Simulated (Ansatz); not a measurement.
# Bands, cutoff and cost in G0W0 for MoS2 (P6_3/mmc)

Wanted: a G0W0 gap for MoS2 (P6_3/mmc) that is converged in bands and cutoff, or an estimate of the limit.

Calculated with Ansatz 0.2.0; G0W0 on PBE, plane waves, PAW.

The database entry behind the starting cell differs from later determinations by our own check (about 0.3 % long), so it need not match the best structure at ambient conditions.

## 1. The structure

The structure is hexagonal, space group P6_3/mmc (No. 194). The conventional cell has a = 3.169 Å, b = 3.169 Å, c = 12.324 Å, α = 90.00°, β = 90.00°, γ = 120.00°. Nearest to Mo lie 6 S at 2.41 Å. Nearest to S lie 3 Mo at 2.41 Å. Farther neighbours and most contacts between anions are not listed.

The cell and positions come from the Crystallography Open Database and are kept as given unless a step says otherwise.

## 2. 280 empty bands, screening to 110 eV

Now the one-shot GW correction: screening in the RPA, then the self-energy of the levels asked for. This step takes hard PAW files.

input.yaml

```yaml
crystal:
  lattice:
    - [3.169, 0.0, 0.0]
    - [-1.5845, 2.7444345046, 0.0]
    - [0.0, 0.0, 12.324]
  atoms:
    - { symbol: Mo, position: [0.3333333333, 0.6666666667, 0.25] }
    - { symbol: Mo, position: [0.6666666667, 0.3333333333, 0.75] }
    - { symbol: S, position: [0.3333333333, 0.6666666667, 0.623] }
    - { symbol: S, position: [0.6666666667, 0.3333333333, 0.123] }
    - { symbol: S, position: [0.3333333333, 0.6666666667, 0.877] }
    - { symbol: S, position: [0.6666666667, 0.3333333333, 0.377] }
kpoints:
  mp_grid: { grid: [9, 9, 2] }
hamiltonian:
  xc: pbe
  pseudopotentials: { kind: paw, source: ansatz }
scf:
  occupations: { method: fixed }
gw:
  n_empty_bands: 280
  ecut_chi: 110.0
  qp_bands: [v2, c2]
  qp_kpoints: band_edges
  screening: { model: contour_deformation }
```

Command:

```bash
ansatz run input.yaml --threads 4 --pin off --max-ram 138240MiB --backend cuda --events-out ev --progress --plain --runs-dir out --devices 1 --max-vram 26GiB
```

Numbers of over 12 decimals in the logs are rounded to 6 here.

Output:

```text
GPUs: using 1 of 1 available (devices: 1).
Engine: ansatz 0.2.0, x86_64-unknown-linux-gnu
Pseudopotentials: kind: paw
Pseudopotential: Mo, paw, valence charge 14, recommended cutoff 500 eV (normal), Mo.paw.azcp
Pseudopotential: S, paw, valence charge 6, recommended cutoff 510 eV (normal), S.paw.azcp
Functional definition: PBE
  parameter kappa = 0.804
  parameter beta = 0.066725
  exchange = pbe_x(kappa = kappa, mu = beta*pi^2/3)
  correlation = pbe_c(beta = beta)
device memory: the entry about to start is reckoned to put 1.5 GiB on a device that reports 52.0 GiB free (of which the cap on the GPU budget leaves the run 26.0 GiB)
GPU FFT provider: cuFFT
GPU libraries: cuBLAS 13.8.2, cuFFT 12.4.0, cuSOLVER 12.3.4
Crystal: 6 atoms, lattice volume = 107.183 Å³
Basis set: ecut = 510 eV, 2787 PW (Γ)
Bands: 32, of which v1, the nominal top of the filled ones, is band 26 counted from 1 (25 counted from 0)
Symmetry: 24 space group operations
Space group: P63/mmc (ITA 194), of the structure as read, at distance tolerance 4.8e-5 Å
k-points: 24 of 162
Non-local potential: Mo, projectors of the file, l = 0: 3, l = 1: 3, l = 2: 2, l = 3: 2
Non-local potential: S, projectors of the file, l = 0: 2, l = 1: 2, l = 2: 2
PAW form: soft (Blöchl's): semilocal exchange-correlation on the pseudo side does not see the compensation charge
PAW one-centre angular grid: Mo, 590 points (default); XC on 64 Gauss nodes
PAW one-centre angular grid: S, 110 points (default); XC on 64 Gauss nodes
Initial density: superposition of atomic densities (chi_scale 0.1, normalization cell, long waves kept (reshape's long-wave potential 0.07 eV rms))
Initial wavefunctions: pseudopotential atomic-orbital guess
GPU buffer pool allocated for 78732 grid points (all kernels)
GPU transforms: local potential and band sums: pruned to the plane-wave sphere, on 25×25×96
Functional: x = pbe(κ = 0.804, μ = 0.219515), c = pbe(β = 0.066725)
SCF iter   1: F=—  HF=-13528.514632 eV  |F-HF|=—  |Δ(HF+E_count)|=         —  Δρ=6.04e-2  dr2=4.65e0  ethr=3.10e-3  ⟨swp⟩=4.7  Hψ=3125  notcnv=0  defer=60
preconditioner: auto → Resta (q_TF=auto, 2.418 Å⁻¹)  ε∞=8.0  [insulator: Δε(μ)=0.841 eV  Ē_g=8.135 eV  n_scr=26 (ndim 8)  ℏωp=21.5 eV  f_vac=0.002  ε∞_Penn≈8.0]
SCF iter   2: F=—  HF=-13527.425368 eV  |F-HF|=—  |Δ(HF+E_count)|=    1.09e0  Δρ=2.69e-2  dr2=1.85e0  ethr=3.10e-3  ⟨swp⟩=3.4  Hψ=1690  notcnv=0  defer=71
SCF iter   3: F=—  HF=-13527.132223 eV  |F-HF|=—  |Δ(HF+E_count)|=   2.93e-1  Δρ=1.55e-2  dr2=3.48e-1  ethr=3.10e-3  ⟨swp⟩=2.2  Hψ=1042  notcnv=0  defer=70
SCF iter   4: F=—  HF=-13527.054424 eV  |F-HF|=—  |Δ(HF+E_count)|=   7.78e-2  Δρ=2.94e-3  dr2=1.41e-2  ethr=6.70e-4  ⟨swp⟩=2.4  Hψ=1356  notcnv=0  defer=88
SCF iter   5: F=—  HF=-13527.057046 eV  |F-HF|=—  |Δ(HF+E_count)|=   2.62e-3  Δρ=6.52e-4  dr2=6.58e-4  ethr=2.72e-5  ⟨swp⟩=2.0  Hψ=1168  notcnv=0  defer=94
SCF iter   6: F=—  HF=-13527.057867 eV  |F-HF|=—  |Δ(HF+E_count)|=   8.20e-4  Δρ=1.67e-4  dr2=3.02e-5  ethr=1.27e-6  ⟨swp⟩=2.0  Hψ=1212  notcnv=0  defer=94
SCF iter   7: F=—  HF=-13527.057937 eV  |F-HF|=—  |Δ(HF+E_count)|=   7.02e-5  Δρ=3.81e-5  dr2=1.42e-6  ethr=5.81e-8  ⟨swp⟩=2.0  Hψ=1193  notcnv=0  defer=78
SCF iter   8: F=—  HF=-13527.057943 eV  |F-HF|=—  |Δ(HF+E_count)|=   5.69e-6  Δρ=1.03e-5  dr2=1.07e-7  ethr=2.73e-9  ⟨swp⟩=2.2  Hψ=1206  notcnv=0  defer=78
SCF iter   9: F=-13527.057943 eV  HF=-13527.057943 eV  |F-HF|=2.33e-9  |Δ(HF+E_count)|=   2.15e-7  Δρ=1.57e-6  dr2=3.19e-9  ethr=1.92e-10  ⟨swp⟩=7.0  Hψ=3138  notcnv=0
SCF 1 converged in 9 iterations: F = -13527.057943 eV  dr2 = 3.19e-9
  greatest PAW one-centre occupation: 0.984 electrons in one spin orbital (limit 2), on the Mo atom at site 1 (counted from 0), in its partial waves of l = 0
device memory: the entry about to start is reckoned to put 1.5 GiB (of the 1.7 GiB reckoned in all, the device holds 0.2 GiB already) on a device that reports 51.7 GiB free (of which the cap on the GPU budget leaves the run 25.8 GiB)
NSCF: frozen V_eff on 24 k-points, pencils in batches of 32, up to order 128
the band table was solved once the SCF had ended and its energy, with any forces and stress, was formed, with the checks that follow a solve (3164 applications of the Hamiltonian). They found nothing against the state; the energy, forces and stress were not computed again (output.eigenvalues in the input reference)
device memory: the entry about to start is reckoned to put 5.9 GiB on a device that reports 51.9 GiB free (of which the cap on the GPU budget leaves the run 26.0 GiB)
NSCF: frozen V_eff on 24 k-points
G₀W₀ screening: q 1/24
[... further progress lines ...]
device memory: the entry about to start is reckoned to put 0.6 GiB on a device that reports 51.8 GiB free (of which the cap on the GPU budget leaves the run 26.0 GiB)
NSCF: frozen V_eff on 1 k-points
device memory: the entry about to start is reckoned to put 0.6 GiB on a device that reports 51.8 GiB free (of which the cap on the GPU budget leaves the run 26.0 GiB)
NSCF: frozen V_eff on 1 k-points
SCF converged after 9 iterations
Free energy (F): -13527.057943 eV
Harris-Foulkes:  -13527.057943 eV  (|F-HF|=2.33e-9)
Internal energy: -13527.057943 eV  (E = F + TS)
E sigma→0 (E₀):  -13527.057943 eV
Fermi energy:    10.932668 eV
--- Per-component energies (eV) ---
  E_band       = -310.599392
  E_kinetic    = 1533.151802
  E_local      = -4421.737376  (includes V_loc(G=0)·N_el)
  E_nonlocal   = 674.481900
  E_hartree    = 1502.603012
  E_xc         = -1014.498378
  E_vxc        = -927.573202  (∫ρ·V_xc dr)
  E_paw        = -8539.843040  (= ΣΔE_a)
  E_vpaw       = -174.130161  (= ΣTr[D̂ρ^β])
  E_aug_tail   = 0.000583  (compensation charges beyond the density's cutoff)
  E_ewald      = -3261.216446
  E_smearing   = -0.000000  (= −TS)
  E_closure    = 0.000000  (closes the sum)
  Σ components = -13527.057943   (vs F -13527.057943, Δ=0.00e0)
--- Band table (eV; the first three rows and the last of 24) ---
  k-point 0: bands = [... 22 lower, 8.8019, 9.7471, 9.7860, 10.9327, 13.0293, 13.0293, 13.0573, 13.0573, ... 2 higher]
  k-point 1: bands = [... 22 lower, 8.7785, 8.7785, 10.6662, 10.6662, 13.0347, 13.0347, 13.0347, 13.0347, ... 2 higher]
  k-point 2: bands = [... 22 lower, 8.9076, 9.7937, 9.9008, 10.5720, 12.8185, 12.8468, 12.9513, 12.9816, ... 2 higher]
  k-point 23: bands = [... 22 lower, 8.0607, 8.0607, 10.2355, 10.2355, 11.9816, 11.9816, 13.2347, 13.2347, ... 2 higher]
--- G₀W₀: contour deformation, 7 samples at zero and on the imaginary axis and 1 off it, 162 q-points, 280 empty bands' worth ---
  eigenvalues of the whole cell's RPA ε∞ on this k-mesh (on a slab, of 1 + 4πα/V) = 6.2131, 14.7935, 14.7935; static W/v taken at q = 0 is 0.086223
  gw.qp_kpoints: band_edges: 17 of 24 stored k-points solved, in 1 pass; an edge of the gap read off the rows below is read off those points alone
    valence top: of the k-points left out ik 11 came nearest to being solved in a further pass, in band 25 (counted from 1, as in the quasiparticle table): it holds the edge there only if its correction is more favourable than any solved in that band by at least 0.938 eV; those differ by 0.388 eV
    conduction bottom: of the k-points left out ik 11 came nearest to being solved in a further pass, in band 27 (counted from 1, as in the quasiparticle table): it holds the edge there only if its correction is more favourable than any solved in that band by at least 0.527 eV; those differ by 0.234 eV
    ik  band        ε_KS         Σx   Σc(E_QP)       V_xc       Z   E_QP_lin       E_QP  E_QP is
     0    25      9.7860   -18.6955     1.0928   -17.5922  0.7319     9.7755     9.7755  root
     0    26     10.9327   -19.7100     0.5673   -19.1875  0.7395    10.9774    10.9775  root
     0    27     13.0293   -13.8096    -4.2451   -18.5214  0.7407    13.5003    13.4960  root
     0    28     13.0293   -13.8096    -4.2451   -18.5214  0.7407    13.5003    13.4960  root
     1    25     10.6662   -19.4107     0.8430   -18.5582  0.7408    10.6567    10.6567  root
     1    26     10.6662   -19.4107     0.8430   -18.5582  0.7408    10.6567    10.6567  root
     1    27     13.0347   -13.7555    -4.2410   -18.4565  0.7404    13.4990    13.4948  root
     1    28     13.0347   -13.7555    -4.2410   -18.4565  0.7404    13.4990    13.4948  root
     2    25      9.9008   -18.6204     1.9938   -16.3254  0.7488     9.5982     9.5996  root
     2    26     10.5720   -19.5406     0.7603   -18.8066  0.7392    10.5983    10.5983  root
     2    27     12.8185   -13.7693    -4.1289   -18.2824  0.7331    13.2058    13.2026  root
     2    28     12.8468   -13.8292    -4.3157   -18.6261  0.7457    13.3323    13.3281  root
     3    25     10.4330   -19.4032     0.9774   -18.4067  0.7400    10.4139    10.4140  root
     3    26     10.4330   -19.4032     0.9774   -18.4067  0.7400    10.4139    10.4140  root
     3    27     12.8475   -13.8422    -4.2643   -18.5592  0.7414    13.3041    13.3001  root
     3    28     12.8475   -13.8422    -4.2643   -18.5592  0.7414    13.3041    13.3001  root
     4    25      9.5878   -19.2716     1.2300   -18.0526  0.7301     9.5988     9.5988  root
     4    26      9.7232   -19.2816     1.1552   -18.1291  0.7332     9.7261     9.7261  root
     4    27     12.1769   -13.5726    -4.0003   -17.9596  0.7439    12.5660    12.5635  root
     4    28     12.5989   -14.3809    -4.0489   -18.8614  0.7337    13.0343    13.0305  root
     6    25      9.1347   -18.5400     1.4018   -17.0889  0.7289     9.0855     9.0855  root
     6    26      9.3910   -19.0234     1.3282   -17.6711  0.7320     9.3668     9.3669  root
     6    27     12.3226   -14.2537    -4.2556   -18.9593  0.7367    12.7764    12.7726  root
     6    28     12.4204   -15.3547    -4.2650   -20.1368  0.7312    12.9428    12.9374  root
[...]
22    25     10.1638   -19.0261     0.4875   -18.6138  0.7405    10.2389    10.2390  root
    22    26     10.3256   -19.4263     0.4220   -19.1057  0.7402    10.4269    10.4270  root
    22    27     11.9803   -16.2204    -3.8199   -20.5517  0.7355    12.4957    12.4917  root
    22    28     11.9803   -16.2204    -3.8199   -20.5517  0.7355    12.4957    12.4917  root
    23    25     10.2355   -19.1782     0.4513   -18.8138  0.7405    10.3223    10.3224  root
    23    26     10.2355   -19.1782     0.4513   -18.8138  0.7405    10.3223    10.3224  root
    23    27     11.9816   -16.2156    -3.8193   -20.5456  0.7355    12.4964    12.4924  root
    23    28     11.9816   -16.2156    -3.8193   -20.5456  0.7355    12.4964    12.4924  root
```

Elapsed: 38 s, on 1 × NVIDIA H100 80GB HBM3 (shared by 3 runs) with 4 threads of AMD EPYC 7R13 (Zen 3), shared host; peak memory 1.8 GiB.

In the SCF lines HF is the Harris–Foulkes energy and dr2 the Hartree energy of the density residual, in eV; the loop may stop once dr2 is under the threshold and the program's other checks hold. Hψ counts applications of the Hamiltonian.

This step gave:

```
bands summed                                 : 306
RPA ε∞ on this mesh (eigenvalues)            : 6.213, 14.79, 14.79
plane waves in the screening matrix          : 291
q-points in the mesh                         : 162
G0W0 gap on the mesh                         : 1.301 eV
k of the valence top                         : 0, 0, 0
k of the conduction bottom                   : 0.1111, 0.2222, 0
starting gap on the mesh                     : 0.9599 eV
Z at the valence top                         : 0.7395
Z at the conduction bottom                   : 0.7478
least direct G0W0 gap on the computed points : 2.065 eV
```

The gap on the mesh goes from 0.96 eV to 1.30 eV, a correction of +0.34 eV. Between the two edge states, bare exchange in place of the xc potential would open the gap by 4.76 eV, and correlation takes back 4.42 eV.

## 3. 637 empty bands, screening to 190 eV

Another rung: the empty bands reach about as high as the screening cutoff, so the two stay in balance.

Changes to input.yaml since step 2:

```diff
@@ -20,4 +20,4 @@
 gw:
-  n_empty_bands: 280
-  ecut_chi: 110.0
+  n_empty_bands: 637
+  ecut_chi: 190.0
   qp_bands: [v2, c2]
```

Output:

```text
GPUs: using 1 of 1 available (devices: 1).
[...]
GPU FFT provider: cuFFT
GPU libraries: cuBLAS 13.8.2, cuFFT 12.4.0, cuSOLVER 12.3.4
Crystal: 6 atoms, lattice volume = 107.183 Å³
Basis set: ecut = 510 eV, 2787 PW (Γ)
Bands: 32, of which v1, the nominal top of the filled ones, is band 26 counted from 1 (25 counted from 0)
Symmetry: 24 space group operations
[...]
k-points: 24 of 162
[...]
GPU buffer pool allocated for 78732 grid points (all kernels)
[...]
SCF iter   1: F=—  HF=-13528.514632 eV  |F-HF|=—  |Δ(HF+E_count)|=         —  Δρ=6.04e-2  dr2=4.65e0  ethr=3.10e-3  ⟨swp⟩=4.7  Hψ=3125  notcnv=0  defer=60
[...]
SCF iter   9: F=-13527.057943 eV  HF=-13527.057943 eV  |F-HF|=2.33e-9  |Δ(HF+E_count)|=   2.15e-7  Δρ=1.57e-6  dr2=3.19e-9  ethr=1.92e-10  ⟨swp⟩=7.0  Hψ=3138  notcnv=0
SCF 1 converged in 9 iterations: F = -13527.057943 eV  dr2 = 3.19e-9
[...]
NSCF: frozen V_eff on 24 k-points, pencils in batches of 32, up to order 128
[...]
NSCF: frozen V_eff on 24 k-points
G₀W₀ screening: q 1/24
[... further progress lines ...]
[...]
SCF converged after 9 iterations
Free energy (F): -13527.057943 eV
[...]
Internal energy: -13527.057943 eV  (E = F + TS)
E sigma→0 (E₀):  -13527.057943 eV
Fermi energy:    10.932668 eV
[...]
--- Band table (eV; the first three rows and the last of 24) ---
  k-point 0: bands = [... 22 lower, 8.8019, 9.7471, 9.7860, 10.9327, 13.0293, 13.0293, 13.0573, 13.0573, ... 2 higher]
  k-point 1: bands = [... 22 lower, 8.7785, 8.7785, 10.6662, 10.6662, 13.0347, 13.0347, 13.0347, 13.0347, ... 2 higher]
  k-point 2: bands = [... 22 lower, 8.9076, 9.7937, 9.9008, 10.5720, 12.8185, 12.8468, 12.9513, 12.9816, ... 2 higher]
  k-point 23: bands = [... 22 lower, 8.0607, 8.0607, 10.2355, 10.2355, 11.9816, 11.9816, 13.2347, 13.2347, ... 2 higher]
[...]
bands read: the sum over 663 bands ends inside a degenerate multiplet in 14 slots, whose members it reads at an even weight; the widest, k=1: bands 661 to 664 (counted from 1) at 3/4 each
[...]
0    25      9.7860   -18.6955     0.8902   -17.5922  0.7286     9.5720     9.5729  root
     0    26     10.9327   -19.7100     0.3187   -19.1875  0.7358    10.7285    10.7289  root
     0    27     13.0293   -13.8096    -4.4773   -18.5214  0.7391    13.2648    13.2638  root
     0    28     13.0293   -13.8096    -4.4773   -18.5214  0.7391    13.2648    13.2638  root
     1    25     10.6662   -19.4107     0.6021   -18.5582  0.7375    10.4151    10.4158  root
     1    26     10.6662   -19.4107     0.6021   -18.5582  0.7375    10.4151    10.4158  root
     1    27     13.0347   -13.7555    -4.4729   -18.4565  0.7388    13.2637    13.2628  root
     1    28     13.0347   -13.7555    -4.4729   -18.4565  0.7388    13.2637    13.2628  root
[...]
23    25     10.2355   -19.1782     0.2238   -18.8138  0.7376    10.0946    10.0948  root
    23    26     10.2355   -19.1782     0.2238   -18.8138  0.7376    10.0946    10.0948  root
    23    27     11.9816   -16.2156    -4.0587   -20.5456  0.7309    12.2541    12.2530  root
    23    28     11.9816   -16.2156    -4.0587   -20.5456  0.7309    12.2541    12.2530  root
```

Run time: 1.8 min. Hardware: 1 × NVIDIA H100 80GB HBM3 (shared by 3 runs) with 4 threads; peak memory 3.5 GiB; 3.7 min of CPU time.

Numbers from this step:

```yaml
bands_summed: 663
rpa_eps_infinity_on_this_mesh_eigenvalues: 6.202, 14.64, 14.64
plane_waves_in_the_screening_matrix: 675
q_points_in_the_mesh: 162
g0w0_gap_on_the_mesh: 1.339 eV
k_of_the_valence_top: 0, 0, 0
k_of_the_conduction_bottom: 0.1111, 0.2222, 0
starting_gap_on_the_mesh: 0.9599 eV
z_at_the_valence_top: 0.7358
z_at_the_conduction_bottom: 0.7448
least_direct_g0w0_gap_on_the_computed_points: 2.060 eV
```

Against the run with 9×9×2 mesh, 280 empty bands, screening to 110 eV, hard PAW files, the gap moves by +0.04 eV.

## 4. 1079 empty bands, screening to 270 eV

Changes to input.yaml since step 3:

```diff
@@ -20,4 +20,4 @@
 gw:
-  n_empty_bands: 637
-  ecut_chi: 190.0
+  n_empty_bands: 1079
+  ecut_chi: 270.0
   qp_bands: [v2, c2]
```

Output:

```text
GPUs: using 1 of 1 available (devices: 1).
[...]
GPU FFT provider: cuFFT
GPU libraries: cuBLAS 13.8.2, cuFFT 12.4.0, cuSOLVER 12.3.4
Crystal: 6 atoms, lattice volume = 107.183 Å³
Basis set: ecut = 510 eV, 2787 PW (Γ)
Bands: 32, of which v1, the nominal top of the filled ones, is band 26 counted from 1 (25 counted from 0)
Symmetry: 24 space group operations
[...]
k-points: 24 of 162
[...]
1    28     13.0347   -13.7555    -4.5683   -18.4565  0.7384    13.1677    13.1674  root
[...]
23    25     10.2355   -19.1782     0.1212   -18.8138  0.7366     9.9916     9.9923  root
    23    26     10.2355   -19.1782     0.1212   -18.8138  0.7366     9.9916     9.9923  root
    23    27     11.9816   -16.2156    -4.1751   -20.5456  0.7291    12.1369    12.1366  root
    23    28     11.9816   -16.2156    -4.1751   -20.5456  0.7291    12.1369    12.1366  root
[key lines of the parts left out:]
SCF converged after 9 iterations
Free energy (F): -13527.057943 eV
Fermi energy:    10.932668 eV
```

The job ended after 4.7 min (1 × NVIDIA H100 80GB HBM3 (shared by 3 runs) with 4 threads; peak memory 7.1 GiB).

This step gave:

```yaml
bands_summed: 1105
rpa_eps_infinity_on_this_mesh_eigenvalues: 6.197, 14.59, 14.59
plane_waves_in_the_screening_matrix: 1095
g0w0_gap_on_the_mesh: 1.352 eV
k_of_the_valence_top: 0, 0, 0
k_of_the_conduction_bottom: 0.1111, 0.2222, 0
starting_gap_on_the_mesh: 0.9599 eV
least_direct_g0w0_gap_on_the_computed_points: 2.048 eV
```

Against the run with 9×9×2 mesh, 637 empty bands, screening to 190 eV, hard PAW files, the gap moves by +0.014 eV.

[end of part 1 of 2]

[Paths, hosts, dates, memory and timing lines, banners, echoed tables and standing remarks are left out of the program output.]

[Logs are printed without paths, hosts, clocks, repeated set-up lines and the standing remarks that a program may print on its own settings, such as how far it seeks lower states.]

[Runs of the session that timed out or met a known fault of the program may be left out.]

[Cells called generated may have been cut or substituted from an entry of the Crystallography Open Database or the Materials Project.]

[Hosts, paths, dates, database ids (printed as entryN), source tags and the programs' standing remarks are cut or masked in the printed files.]
